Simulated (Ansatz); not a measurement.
# A hypothetical structure for LaBe4Si, part 2 of 2

Starting from a made-up structure for LaBe4Si, the aim is the relaxed cell, its shortest contacts and, where a second run follows, its electronic structure.

Ansatz 0.2.0; DFT, PBE, plane-wave PAW, files of the set soft_1, scalar-relativistic, no spin, cell and ions relaxed at zero pressure; PAW set soft_1 (the session's first sound run).

So far: Starting point; Relaxation of the guess. The relaxed cell has a, b, c = 4.825, 9.100, 3.733 Å (conventional setting).

**3. Bands of the relaxed cell**

With the geometry fixed, one more self-consistent run, with a narrower smearing and the mesh shown in its input, gives the bands, and its pressure, and its forces where symmetry allows any, show how far the geometry depends on these settings.

This step: DFT, PBE, plane-wave PAW, files of the set soft_1, scalar-relativistic, no spin, bands and density of states at the relaxed cell; PAW set soft_1 (Ansatz 0.2.0).

Input file input.yaml:

```yaml
crystal:
  lattice:
    - [2.4125759296, -4.5500000814, 0.0]
    - [2.4125759296, 4.5500000814, 0.0]
    - [0.0, 0.0, 3.7330981808]
  atoms:
    - { symbol: La, position: [0.0, 0.0, 0.0] }
    - { symbol: Si, position: [0.5, 0.5, 0.5] }
    - { symbol: Be, position: [0.0, 0.5, 0.5] }
    - { symbol: Be, position: [0.5, 0.0, 0.5] }
    - { symbol: Be, position: [0.6925710322, 0.3074289678, 0.0] }
    - { symbol: Be, position: [0.3074289678, 0.6925710322, 0.0] }
kpoints:
  mp_grid: { grid: [8, 8, 8] }
  band_path:
    path:
      - [[0.0, 0.0, 0.0], [0.32028768, 0.32028768, 0.0], [0.0, 0.5, 0.0], [0.0, 0.5, 0.5], [0.32028768, 0.32028768, 0.5], [0.0, 0.0, 0.5], [0.0, 0.0, 0.0], [-0.5, 0.5, 0.0], [-0.32028768, 0.67971232, 0.0], [-0.32028768, 0.67971232, 0.5], [-0.5, 0.5, 0.5], [-0.5, 0.5, 0.0]]
      - [[0.0, 0.0, 0.5], [-0.5, 0.5, 0.5]]
    npoints: 6
scf:
  occupations: { method: fermi_dirac, width: 0.03 }
  n_extra_bands: 10
hamiltonian:
  xc: pbe
  pseudopotentials: { kind: paw, azcp: { folder: soft_1 } }
output:
  forces: true
  stress: true
  write_bands: true
  dos: { projected: true }
  write_density: true
  write_potential: true
  elf: true
  volumetric_format: npy
```

Command:

```bash
$ ansatz run input.yaml --threads 4 --pin off --max-ram 10240MiB --backend cpu --events-out ev --progress --plain --runs-dir out
```

Numbers of over 12 decimals in the logs are rounded to 6 here.

Log:

```text
La: projections on atomic orbitals take those of the free atom [Kr 4d10] 4f0 5s2 5p6 5d1 6s2, of charge +0.00 (hamiltonian.pseudopotentials.projection_atoms); the dataset's partial waves leave at most 1.9e-5 of an orbital's norm unspanned inside its sphere
[...]
Crystal: 6 atoms, lattice volume = 81.958 Å³
Basis set: ecut = 420 eV, 1607 PW (Γ), exchange–correlation on 72×72×50 points (8 copies of the dense FFT grid, shifted against one another)
Bands: 22, of which v1, the nominal top of the filled ones, is band 12 counted from 1 (11 counted from 0)
Symmetry: 8 space group operations
[...]
k-points: 105 of 512
[...]
SCF iter   1: F=—  HF=-7258.082612 eV  |F-HF|=—  |Δ(HF+E_count)|=         —  Δρ=2.33e-2  dr2=9.86e-1  ethr=3.10e-3  ⟨swp⟩=6.2  Hψ=13218  notcnv=0
[...]
SCF iter   7: F=-7257.759813 eV  HF=-7257.759813 eV  |F-HF|=7.00e-9  |Δ(HF+E_count)|=   2.79e-8  Δρ=3.08e-6  dr2=1.40e-8  ethr=4.35e-10  ⟨swp⟩=13.4  Hψ=16438  notcnv=0
SCF 1 converged in 7 iterations: F = -7257.759813 eV  dr2 = 1.40e-8
[...]
NSCF: frozen V_eff on 74 k-points
SCF converged after 7 iterations
Free energy (F): -7257.759813 eV
[...]
Internal energy: -7257.750735 eV  (E = F + TS)
E sigma→0 (E₀):  -7257.755274 eV
Entropy (-TS):   -0.009078 eV (-1.513 meV/atom)
Fermi energy:    9.514761 eV
[...]
--- Forces (eV/Å), atoms counted from 1 ---
  atom   1  La     0.00000000     0.00000000     0.00000000
  atom   2  Si     0.00000000     0.00000000     0.00000000
  atom   3  Be    -0.00000000     0.00000000     0.00000000
  atom   4  Be     0.00000000     0.00000000     0.00000000
  atom   5  Be     0.00000000    -0.00839731     0.00000000
  atom   6  Be     0.00000000     0.00839731     0.00000000
  max |Σ_I F_I| component: 3.16e-30 eV/Å
--- Stress (GPa, compression-positive) ---
       -0.506736       0.000000       0.000000
        0.000000       0.742531       0.000000
        0.000000       0.000000      -0.049346
  P = ⅓ Tr σ = 0.0621 GPa (0.621 kbar)
--- Band table (eV; the first three rows and the last of 105) ---
  k-point 0: bands = [... 8 lower, 7.6754, 8.3884, 8.6346, 8.9091, 11.6324, 12.2811, 12.3314, 12.4498, ... 6 higher]
  k-point 1: bands = [... 8 lower, 6.7251, 8.2191, 8.6840, 9.2588, 10.9938, 11.7535, 12.1183, 12.3236, ... 6 higher]
  k-point 2: bands = [... 8 lower, 6.4017, 7.4515, 8.1840, 9.4997, 10.6920, 10.8452, 11.4759, 12.3095, ... 6 higher]
  k-point 104: bands = [... 8 lower, 6.4136, 8.0596, 8.5345, 10.2130, 11.2966, 11.4925, 11.5036, 12.0284, ... 6 higher]
```

Elapsed: 3.8 s, on 4 threads of Arm Neoverse V2, shared host; peak memory 0.49 GiB; 14 s of CPU time.

Numbers from this step:

```
free energy             : -7257.7598 eV
energy at zero smearing : -7257.7553 eV
smearing term TS        : 0.009078 eV
Fermi energy            : 9.515 eV
pressure                : 0.06215 GPa
```

From bands.tsv, the bands that come nearest the Fermi level along the path, at its corners, in eV from the Fermi level:

```
point  band 9  band 10  band 11  band 12  band 13  band 14  band 15  band 16
    Γ   -1.84    -1.13    -0.88    -0.61     2.12     2.77     2.82     2.94
    X   -1.37    -1.20    -0.92    -0.05     1.55     1.82     2.21     2.45
    S   -1.79    -1.18     0.14     0.47     1.49     1.75     1.77     2.00
    R   -3.27    -1.55    -1.21    -0.04     1.61     1.68     1.77     2.77
    A   -2.78    -2.22    -0.66    -0.64     1.00     1.99     2.82     2.89
    Z   -2.88    -2.70    -2.00    -1.94     0.02     0.92     2.85     2.93
    Γ   -1.84    -1.13    -0.88    -0.61     2.12     2.77     2.82     2.94
    Y   -1.68    -0.45    -0.07    -0.06     0.45     0.91     1.76     2.15
   X1   -1.37    -1.20    -0.92    -0.05     1.55     1.82     2.21     2.45
   A1   -2.78    -2.22    -0.66    -0.64     1.00     1.99     2.82     2.89
    T   -3.10    -1.46    -0.98     0.70     1.78     1.98     1.99     2.51
    Y   -1.68    -0.45    -0.07    -0.06     0.45     0.91     1.76     2.15
    Z   -2.88    -2.70    -2.00    -1.94     0.02     0.92     2.85     2.93
    T   -3.10    -1.46    -0.98     0.70     1.78     1.98     1.99     2.51
```

Counts of states for the cell as run, both spins, by energy window (eV from the Fermi level):

| from | to | total |
| --- | --- | --- |
| -8 | -7 | 0.16 |
| -7 | -6 | 1.12 |
| -6 | -5 | 0.96 |
| -5 | -4 | 1.45 |
| -4 | -3 | 1.91 |
| -3 | -2 | 2.84 |
| -2 | -1 | 2.89 |
| -1 | 0 | 1.89 |
| 0 | 1 | 1.48 |
| 1 | 2 | 3.06 |
| 2 | 3 | 6.66 |

A further 9.8 states lie below the table's range.

Valence density in the ab plane of the cell as run, not the conventional one, at fractional z = 0.000, with atoms of La and Be within 0.2 Å of it. It is the smooth field of the valence electrons, not physical close to the nuclei.

Ten even steps from '0' (0.1 e/Å³) to '9' (1.8 e/Å³), each cell a mean:
```
98410000001599
84100000002699
31000000001465
00000000001121
00000000000000
00000000000000
00000000000000
00000000000000
00000000000000
00100000000000
24420000000001
78741000000014
99840000000148
99720000000389
```
Columns run along a (5.2 Å), rows up along b (5.2 Å). Atoms in or near the plane, at fractional coordinates: La at (0.00, 0.00), Be at (0.69, 0.31), Be at (0.31, 0.69).

ELF in the ab plane of the cell as run, not the conventional one, at fractional z = 0.000, with atoms of La and Be within 0.2 Å of it. It is the smooth field of the valence electrons, not physical close to the nuclei.

Ten even steps from '0' (0.00) to '9' (0.81), each cell a mean:
```
38833788524972
98324666326997
73232124215999
23310014213564
46300044211122
78401354322235
98534554444468
86433345541268
52111235300167
23321134100243
68862133001323
99983145433238
55983268863388
05962589742793
```
Columns run along a (5.2 Å), rows up along b (5.2 Å). Atoms in or near the plane, at fractional coordinates: La at (0.00, 0.00), Be at (0.69, 0.31), Be at (0.31, 0.69).

Electrostatic potential energy in the ab plane of the cell as run, not the conventional one, at fractional z = 0.000, with atoms of La and Be within 0.2 Å of it. With pseudopotentials it is smooth inside the atoms' cores, unlike the true potential.

Ten even steps from '_' (-31 eV) to '@' (11 eV), each cell a mean:
```
--__==%%@@@@@@@@@@@@##::__==
__==##%%%%####%%@@%%**::____
++%%%%##==::++%%@@%%##==::::
%%@@%%--____++%%@@@@%%##**##
@@@@**..__::##@@@@@@@@%%%%@@
@@%%++::--##@@@@@@@@@@@@@@@@
@@@@####%%@@@@@@@@@@%%%%%%@@
@@@@@@@@@@@@@@@@@@##++++##@@
@@@@@@@@@@@@@@@@##::__::##@@
@@%%%%%%%%@@@@%%--____==%%@@
**====**%%@@@@##::..--##%%%%
..__..==%%@@@@##++**%%%%##==
::..__==%%@@@@@@%%@@@@%%==__
##::..**@@@@@@@@@@@@%%++__--
```
Columns run along a (5.2 Å; values clipped at the 3rd and 97th percentile), rows up along b (5.2 Å). Atoms in or near the plane, at fractional coordinates: La at (0.00, 0.00), Be at (0.69, 0.31), Be at (0.31, 0.69).

**4. What came out**

* space group, relaxed: Cmmm
* conventional cell: a = 4.825, b = 9.100, c = 3.733 Å; α = 90.0°, β = 90.0°, γ = 90.0°
* volume per atom: 13.66 Å³ (guess 13.92)

**Reading.** LaBe4Si relaxes to Cmmm with a = 4.825, b = 9.100 and c = 3.733 Å. The guessed volume was 2 % too large. The space group Cmmm was held in the relaxation, so the end point is a stationary structure within it and may be a saddle against distortions or other arrangements. Bands cross the Fermi level, so it is a metal or semimetal at this level. The electron count is odd, which forces that without spin polarisation or a larger cell. On the 8×8×8 mesh with the narrower smearing (relaxed on 6×6×7) the largest force component is 0.008 eV/Å and the largest stress component is 0.743 GPa, against the relaxation's thresholds of 0.015 eV/Å and 0.05 GPa. The cutoff wasn't tested. Spin-orbit coupling is left out, which can matter for elements this heavy. No dispersion term is used, so weakly bound directions may come out too long. Nothing here tests whether the compound is stable against decomposition.

[Logs are printed without paths, hosts, clocks, repeated set-up lines and the standing remarks that a program may print on its own settings, such as how far it seeks lower states.]

[Hosts, paths, dates, database ids (printed as entryN), source tags and the programs' standing remarks are cut or masked in the printed files.]
